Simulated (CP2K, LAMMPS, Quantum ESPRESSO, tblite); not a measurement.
## Amorphous film on crystalline SiC with 20 % Si on C sites, (100) (160 atoms) in CP2K

Aim: run amorphous film on crystalline SiC with 20 % Si on C sites, (100) (160 atoms) in CP2K and see how near its forces come to a plane-wave reference, and at what cost.

Method: the method is named at each step, in CP2K 2026.2.

**1. Starting point**

The cell holds 160 atoms: 96 Si and 64 C. Cell: a = 8.720 Å, b = 8.720 Å, c = 34.149 Å, α = 90.0°, β = 90.0°, γ = 90.0°. It derives from SiC (zincblende SiC). A 2 x 2 x 5 block of zincblende SiC (a = 4.36 Å), 20 % of C replaced at random by Si with its (100) planes normal to z; the lower 60 % held fixed, the rest melted at 5000 K for 10 ps and cooled to 300 K at 200 K/ps with the Erhart-Albe potential (Erhart and Albe, Phys. Rev. B 71, 035211 (2005)); then all atoms free for 10 ps at 300 K, under 12 Å of vacuum. Regions: crystal, 96 atoms (56 Si and 40 C); amorphous, 64 atoms (40 Si and 24 C). Vacuum lies along c.

The yardstick, on the same geometry:

| Item | Value |
| --- | --- |
| method | Kohn-Sham DFT, PBE, SSSP efficiency 1.3.0 pseudopotentials, plane waves (Quantum ESPRESSO 7.5); sssp-pbe-1.3.0-efficiency, cutoffs 45/360 Ry, Γ point |
| r.m.s. force component | 0.8845 eV/Å |
| longest force | 3.81 eV/Å |
| time | 12 min on 4 MPI ranks of Arm Neoverse V1, shared host |
| CPU time | 49 min |

**2. PBE, DZVP-UZH, 450/50 Ry, diagonalisation**

Method: Kohn-Sham DFT, PBE, GTH-PBE pseudopotentials, Gaussian and plane waves, DZVP-MOLOPT (UZH set), diagonalisation.

input.inp

```
&GLOBAL
  PROJECT cell
  RUN_TYPE ENERGY_FORCE
  PRINT_LEVEL LOW
&END GLOBAL
&FORCE_EVAL
  METHOD QS
  &DFT
    BASIS_SET_FILE_NAME BASIS_MOLOPT_UZH
    POTENTIAL_FILE_NAME POTENTIAL_UZH
    &MGRID
      CUTOFF 450
      REL_CUTOFF 50
    &END MGRID
    &QS
      EPS_DEFAULT 1.0E-12
    &END QS
    &SCF
      SCF_GUESS ATOMIC
      EPS_SCF 5.0E-06
      MAX_SCF 200
      ADDED_MOS 72
      &DIAGONALIZATION
        ALGORITHM STANDARD
      &END DIAGONALIZATION
      &SMEAR ON
        METHOD FERMI_DIRAC
        ELECTRONIC_TEMPERATURE [K] 580
      &END SMEAR
      &MIXING
        METHOD BROYDEN_MIXING
        ALPHA 0.2
        NBROYDEN 12
        BETA 0.05
      &END MIXING
      &PRINT
        &RESTART OFF
        &END RESTART
      &END PRINT
    &END SCF
    &XC
      &XC_FUNCTIONAL PBE
      &END XC_FUNCTIONAL
    &END XC
    &PRINT
      &MULLIKEN ON
      &END MULLIKEN
      &HIRSHFELD ON
        SHAPE_FUNCTION DENSITY
      &END HIRSHFELD
      &MO ON
        EIGENVALUES T
        OCCUPATION_NUMBERS T
        MO_INDEX_RANGE 309 332
        &EACH
          QS_SCF 0
        &END EACH
        ADD_LAST NUMERIC
      &END MO
    &END PRINT
  &END DFT
  &SUBSYS
    &CELL
      A 8.72000 0.00000 0.00000
      B 0.00000 8.72000 0.00000
      C 0.00000 0.00000 34.14880
    &END CELL
    &COORD
      Si 0.28488 8.23848 33.86024
      C 1.09087 0.92624 0.68195
      Si 8.65521 1.99261 1.78359
      Si 1.31724 3.12699 3.05120
      Si 2.07571 8.71172 2.07591
      C 3.42591 0.87488 3.18642
      Si 1.68531 2.09925 33.50407
      Si 3.36139 3.08871 0.42754
      Si 0.13028 8.59025 4.34441
      C 1.24696 0.90514 5.49420
      Si 0.04255 1.88989 6.49988
      Si 1.11485 3.11609 7.84193
      Si 2.29353 8.56199 6.66585
      C 3.40551 0.87331 7.78388
      Si 2.47735 1.89058 4.52574
      C 3.49820 3.08017 5.51162
      Si 0.08083 8.64361 8.92615
      C 1.14703 0.95126 10.14766
      Si 0.05912 2.10876 11.21549
      C 1.12610 3.38850 12.22834
      Si 2.30339 8.63594 11.26603
      C 3.25090 1.13421 12.15731
      Si 2.37053 1.81777 9.00333
      C 3.42862 3.13911 9.95369
      Si 0.29020 4.04678 33.85922
      C 1.15121 5.39192 0.66454
      Si 0.14807 6.45716 2.03834
      C 1.16813 7.57280 3.11983
      Si 2.38998 4.53588 1.82150
      C 3.46297 5.41163 3.11608
      Si 1.83242 6.57514 33.54368
      Si 3.45792 7.50574 0.62083
      Si 8.54891 4.12194 4.23992
      Si 1.19045 5.32644 5.45083
      Si 0.00488 6.54061 6.78912
      C 1.24068 7.55789 7.81222
      Si 2.53081 4.23513 6.68224
      C 3.46132 5.34414 7.83749
      Si 2.37132 6.55622 4.09273
      C 3.39548 7.52998 5.42146
      Si 8.67570 4.38660 9.11841
      C 1.27016 5.35330 10.04965
      Si 0.19916 6.56171 11.11919
      C 1.36677 7.61387 12.44485
      Si 2.23912 4.16197 11.00821
      Si 3.58872 5.20444 12.45031
      Si 2.34725 6.46579 8.87527
      C 3.37621 7.54995 10.07936
      Si 5.10600 8.40294 33.50817
      C 5.70741 0.81924 0.69664
      Si 4.44842 1.69447 1.81842
      Si 5.53432 3.17486 2.99451
      Si 6.69330 8.49119 2.00658
      C 7.75574 0.93531 3.11779
      Si 6.60645 2.25351 33.76770
      C 7.79385 3.13327 0.62322
[... 100 atom lines left out ...]
      Si 5.22328 8.62364 22.73081
      C 0.56192 6.38409 17.97764
      Si 5.79435 0.89973 16.07213
      C 0.70414 2.97884 19.20289
    &END COORD
    &KIND Si
      BASIS_SET DZVP-MOLOPT-PBE-GTH-q4
      POTENTIAL GTH-PBE-q4
    &END KIND
    &KIND C
      BASIS_SET DZVP-MOLOPT-PBE-GTH-q4
      POTENTIAL GTH-PBE-q4
    &END KIND
  &END SUBSYS
  &PRINT
    &FORCES ON
    &END FORCES
  &END PRINT
&END FORCE_EVAL
```

Command:

```bash
$ OMP_NUM_THREADS=1 mpirun -np 4 cp2k.psmp -i input.inp > output.txt
```

Numbers of over 12 decimals in the logs are rounded to 6 here.

What it wrote:

```text
CP2K| version string:                                       CP2K version 2026.2
 CP2K| Input file name                                                 input.inp
 GLOBAL| Basis set file name                                    BASIS_MOLOPT_UZH
 GLOBAL| Potential file name                                       POTENTIAL_UZH
 GLOBAL| Run type                                                   ENERGY_FORCE
 GLOBAL| Total number of message passing processes                             4
 GLOBAL| Number of threads for this process                                    1
 TOTAL NUMBERS AND MAXIMUM NUMBERS
  Total number of            - Atomic kinds:                                   2
                             - Atoms:                                        160
                             - Shell sets:                                   160
                             - Shells:                                       800
                             - Primitive Cartesian functions:                704
                             - Cartesian basis functions:                   2240
                             - Spherical basis functions:                   2080
  Maximum angular momentum of- Orbital basis functions:                        2
                             - Local part of the GTH pseudopotential:          2
                             - Non-local part of the GTH pseudopotential:      2
 SCF PARAMETERS         Density guess:                                    ATOMIC
                        max_scf:                                             200
                        eps_scf:                                        5.00E-06
                        added MOs                                        72    0
                        Mixing method:                            BROYDEN_MIXING
                                                charge density mixing in g-space
                        Smear method:                                FERMI_DIRAC
                        Electronic temperature [K]:                        580.0
                        Electronic temperature [a.u.]:                  1.84E-03
                        Accuracy threshold:                             1.00E-10
 Extrapolation method: initial_guess
 Number of electrons:                                                        640
 Number of occupied orbitals:                                                320
 Number of molecular orbitals:                                               392
 Number of orbital functions:                                               2080
 Number of independent orbital functions:                                   2080
 SCF WAVEFUNCTION OPTIMIZATION
  Step     Update method      Time    Convergence         Total energy    Change
     1 NoMix/Diag. 0.20E+00   12.5     0.92104584      -755.8693782783 -7.56E+02
     2 Broy./Diag. 0.20E+00   16.0     1.17724411      -696.3088878555  5.96E+01
     3 Broy./Diag. 0.20E+00   16.1     1.55246104      -727.3541584171 -3.10E+01
     4 Broy./Diag. 0.20E+00   16.1     1.94683983      -704.4259442656  2.29E+01
[...]
37 Broy./Diag. 0.20E+00   16.8     0.00001244      -739.9245910100  1.43E-05
    38 Broy./Diag. 0.20E+00   16.8     0.00000351      -739.9245818888  9.12E-06
  *** SCF run converged in    38 steps ***
  Electronic density on regular grids:       -639.9999999999        0.0000000001
  Core density on regular grids:              639.9999999990       -0.0000000010
  Total charge density on r-space grids:       -0.0000000009
  Total charge density g-space grids:          -0.0000000009
  Overlap energy of the core charge distribution:               7.62571e-07
  Self energy of the core charge distribution:              -1838.036042
  Core Hamiltonian energy:                                    482.951217
  Hartree energy:                                             846.838020
  Exchange-correlation energy:                               -231.663504
  Electronic entropic energy:                                  -0.014274
  Fermi energy:                                                 0.179313
  Total energy:                                              -739.924582
  Total energy (extrapolated to T->0):                       -739.917445
 MO| EIGENVALUES AND OCCUPATION NUMBERS
 MO|
 MO|  Index      Eigenvalue [a.u.]        Eigenvalue [eV]             Occupation
 MO|    309               0.156934               4.270399               1.999990
 MO|    310               0.158308               4.307781               1.999978
 MO|    311               0.159592               4.342714               1.999957
[...]
MO|    331               0.204167               5.555677               0.000003
 MO|    332               0.206473               5.618403               0.000001
 MO| Sum:                                                             640.000000
 MO| E(Fermi):            0.179313 a.u.          4.879354 eV
 !-----------------------------------------------------------------------------!
                     Mulliken Population Analysis
 #  Atom  Element  Kind  Atomic population                           Net charge
       1     Si       1          3.649708                              0.350292
       2     C        2          4.597353                             -0.597353
       3     Si       1          3.534340                              0.465660
[...]
159     Si       1          3.512292                              0.487708
     160     C        2          4.611775                             -0.611775
 # Total charge                            640.000000                  0.000000
 !-----------------------------------------------------------------------------!
 !-----------------------------------------------------------------------------!
                           Hirshfeld Charges
  #Atom  Element  Kind  Ref Charge     Population                    Net charge
      1       Si     1       4.000          3.811                         0.189
      2       C      2       4.000          4.292                        -0.292
      3       Si     1       4.000          3.782                         0.218
[...]
159       Si     1       4.000          3.777                         0.223
    160       C      2       4.000          4.270                        -0.270
  Total Charge                                                           -0.000
 !-----------------------------------------------------------------------------!
 ENERGY| Total FORCE_EVAL ( QS ) energy [hartree]           -739.924577
 FORCES| Atomic forces [hartree/bohr]
 FORCES|   Atom     x               y               z               |f|
 FORCES|      1 -1.25919137E-02  2.80110482E-02  1.35342242E-02   3.35611433E-02
 FORCES|      2 -2.10061520E-02 -7.14920542E-03  2.78397666E-02   3.56008731E-02
 FORCES|      3  1.24885260E-02 -3.33199331E-02 -4.02698813E-03   3.58105830E-02
[...]
FORCES|    159 -1.05786881E-02  1.25035864E-02  9.07452200E-03   1.87241892E-02
 FORCES|    160  9.12808767E-03 -1.08350929E-02 -1.55182934E-02   2.10128212E-02
 FORCES| Sum    -9.27157643E-05 -1.22036322E-04  2.70086994E-05
 FORCES| Total atomic force                                       1.55623092E-04
```

Wall time 11 min (4 MPI ranks of Arm Neoverse V1, shared host); peak memory 7.3 GiB; 44 min of CPU time.

Banners, paths, timers and routine set-up lines are dropped from the logs unmarked, and long logs keep their key lines alone; longer cuts are marked.

Against the reference:

```yaml
r_m_s_force_component: 0.889 eV/Å
r_m_s_difference_of_force_components: 67.69 meV/Å
longest_difference_of_force_vectors: 289.3 meV/Å
force_difference_over_r_m_s_force: 7.653 %
slope_of_forces_against_the_reference_s: 1.002
correlation_of_force_components: 0.9971
```

Length of the force difference by element (eV/Å):

| element | atoms | mean | most |
| --- | --- | --- | --- |
| C | 64 | 0.10 | 0.29 |
| Si | 96 | 0.099 | 0.22 |

Local excerpt of 9 atoms (numbers count through the whole input) about Si105, which has 3 bonded neighbours where the commonest count for Si is 4; x, y, z are measured from there.

| atom | x | y | z | distance (Å) | bonds | Hirshfeld charge (e) | Fx | Fy | Fz (eV/Å) |
| --- | --- | --- | --- | --- | --- | --- | --- | --- | --- |
| Si105 | 0.00 | 0.00 | 0.00 | 0.00 | 3 | -0.01 | -0.49 | 0.40 | 0.05 |
| Si109 | 1.87 | -0.26 | -1.22 | 2.25 | 4 | -0.03 | -0.44 | -0.99 | -0.01 |
| Si139 | -1.46 | -1.74 | -0.51 | 2.33 | 4 | 0.07 | -0.22 | -0.16 | 0.18 |
| Si137 | -0.69 | 1.75 | -1.41 | 2.35 | 4 | 0.04 | 0.40 | -0.24 | 0.95 |
| C140 | -2.46 | 1.95 | -0.82 | 3.25 | 3 | -0.17 | -0.07 | 1.59 | 0.48 |
| Si125 | -0.32 | -2.13 | -2.51 | 3.31 | 4 | -0.01 | -0.23 | 0.35 | -0.70 |
| Si107 | 3.17 | 1.07 | -0.01 | 3.34 | 3 | 0.10 | -0.05 | 1.79 | -0.02 |
| C126 | -3.18 | -1.27 | -0.95 | 3.56 | 3 | -0.19 | -0.74 | -1.17 | -0.70 |
| Si155 | 0.81 | 3.45 | -0.56 | 3.59 | 4 | 0.10 | -0.08 | -0.54 | -1.23 |

Forces lie 7.7 % from the reference's, at 0.89 times its CPU time.

**3. PBE, DZVP-UZH, 450/70 Ry, diagonalisation**

Method: Kohn-Sham DFT, PBE, GTH-PBE pseudopotentials, Gaussian and plane waves, DZVP-MOLOPT (UZH set), diagonalisation.

input.inp: that of step 2 with these lines changed.

```diff
@@ -12,3 +12,3 @@
       CUTOFF 450
-      REL_CUTOFF 50
+      REL_CUTOFF 70
     &END MGRID
@@ -68,3 +68,28 @@
     &COORD
-[... 160 atom lines left out: the same atoms as in the first run ...]
+      SCALED
+      Si 0.03267 0.94478 0.99155
+      C 0.12510 0.10622 0.01997
+      Si 0.99257 0.22851 0.05223
+      Si 0.15106 0.35860 0.08935
+      Si 0.23804 0.99905 0.06079
+      C 0.39288 0.10033 0.09331
+      Si 0.19327 0.24074 0.98112
+      Si 0.38548 0.35421 0.01252
+      Si 0.01494 0.98512 0.12722
+      C 0.14300 0.10380 0.16089
+      Si 0.00488 0.21673 0.19034
+      Si 0.12785 0.35735 0.22964
+      Si 0.26302 0.98188 0.19520
+      C 0.39054 0.10015 0.22794
+      Si 0.28410 0.21681 0.13253
+      C 0.40117 0.35323 0.16140
+      Si 0.00927 0.99124 0.26139
+      C 0.13154 0.10909 0.29716
+      Si 0.00678 0.24183 0.32843
+      C 0.12914 0.38859 0.35809
+[... 136 atom lines left out ...]
+      Si 0.59900 0.98895 0.66564
+      C 0.06444 0.73212 0.52645
+      Si 0.66449 0.10318 0.47065
+      C 0.08075 0.34161 0.56233
     &END COORD
```

What it wrote:

```text
CP2K| version string:                                       CP2K version 2026.2
 CP2K| Input file name                                                 input.inp
 GLOBAL| Basis set file name                                    BASIS_MOLOPT_UZH
 GLOBAL| Potential file name                                       POTENTIAL_UZH
 GLOBAL| Run type                                                   ENERGY_FORCE
 GLOBAL| Total number of message passing processes                             4
 GLOBAL| Number of threads for this process                                    1
[... lines left out ...]
                        Smear method:                                FERMI_DIRAC
[... lines left out ...]
 Number of electrons:                                                        640
[... lines left out ...]
  Step     Update method      Time    Convergence         Total energy    Change
[... lines left out ...]
  *** SCF run converged in    38 steps ***
[... lines left out ...]
  Fermi energy:                                                 0.179313
  Total energy:                                              -739.924582
  Total energy (extrapolated to T->0):                       -739.917444
[... lines left out ...]
 MO| E(Fermi):            0.179313 a.u.          4.879357 eV
[... lines left out ...]
                           Hirshfeld Charges
  #Atom  Element  Kind  Ref Charge     Population                    Net charge
      1       Si     1       4.000          3.811                         0.189
      2       C      2       4.000          4.292                        -0.292
      3       Si     1       4.000          3.782                         0.218
[...]
159       Si     1       4.000          3.777                         0.223
    160       C      2       4.000          4.270                        -0.270
  Total Charge                                                           -0.000
 !-----------------------------------------------------------------------------!
 ENERGY| Total FORCE_EVAL ( QS ) energy [hartree]           -739.924577
 FORCES| Atomic forces [hartree/bohr]
 FORCES|   Atom     x               y               z               |f|
 FORCES|      1 -1.25928284E-02  2.80104174E-02  1.35336842E-02   3.35607422E-02
 FORCES|      2 -2.10064728E-02 -7.14786806E-03  2.78390855E-02   3.56002612E-02
 FORCES|      3  1.24881577E-02 -3.33182640E-02 -4.02899675E-03   3.58091275E-02
[...]
FORCES|    159 -1.05793214E-02  1.25036554E-02  9.07297427E-03   1.87238432E-02
 FORCES|    160  9.12723007E-03 -1.08343950E-02 -1.55200122E-02   2.10133582E-02
 FORCES| Sum    -9.27586710E-05 -1.22031483E-04  2.70501590E-05
 FORCES| Total atomic force                                       1.55652064E-04
```

Run time: 13 min. Hardware: 4 MPI ranks; peak memory 7.3 GiB.

Numbers from this run, and their distance from the reference:

* r.m.s. force component: 0.889 eV/Å
* r.m.s. difference of force components: 67.69 meV/Å
* longest difference of force vectors: 289.3 meV/Å
* force difference over r.m.s. force: 7.653 %
* slope of forces against the reference's: 1.002
* correlation of force components: 0.9971
* energy less the same-level run's: 0.0001 meV/atom
* r.m.s. force difference from the same-level run: 0.074 meV/Å

Against the first run (7.7 %), the force difference from the reference is 7.7 %, at 1.2 times the CPU time: the change moves forces by 0.074 meV/Å r.m.s., so most of the difference comes from elsewhere.

(Part 1 of 2 ends here.)

[Also dropped from logs without a mark: logging warnings of Python, and SIESTA's first energy breakdown and zero terms.]

[Logs are printed without paths, hosts, clocks, repeated set-up lines and the standing remarks that a program may print on its own settings, such as how far it seeks lower states.]

[Hosts, paths, dates, database ids (printed as entryN), source tags and the programs' standing remarks are cut or masked in the printed files.]
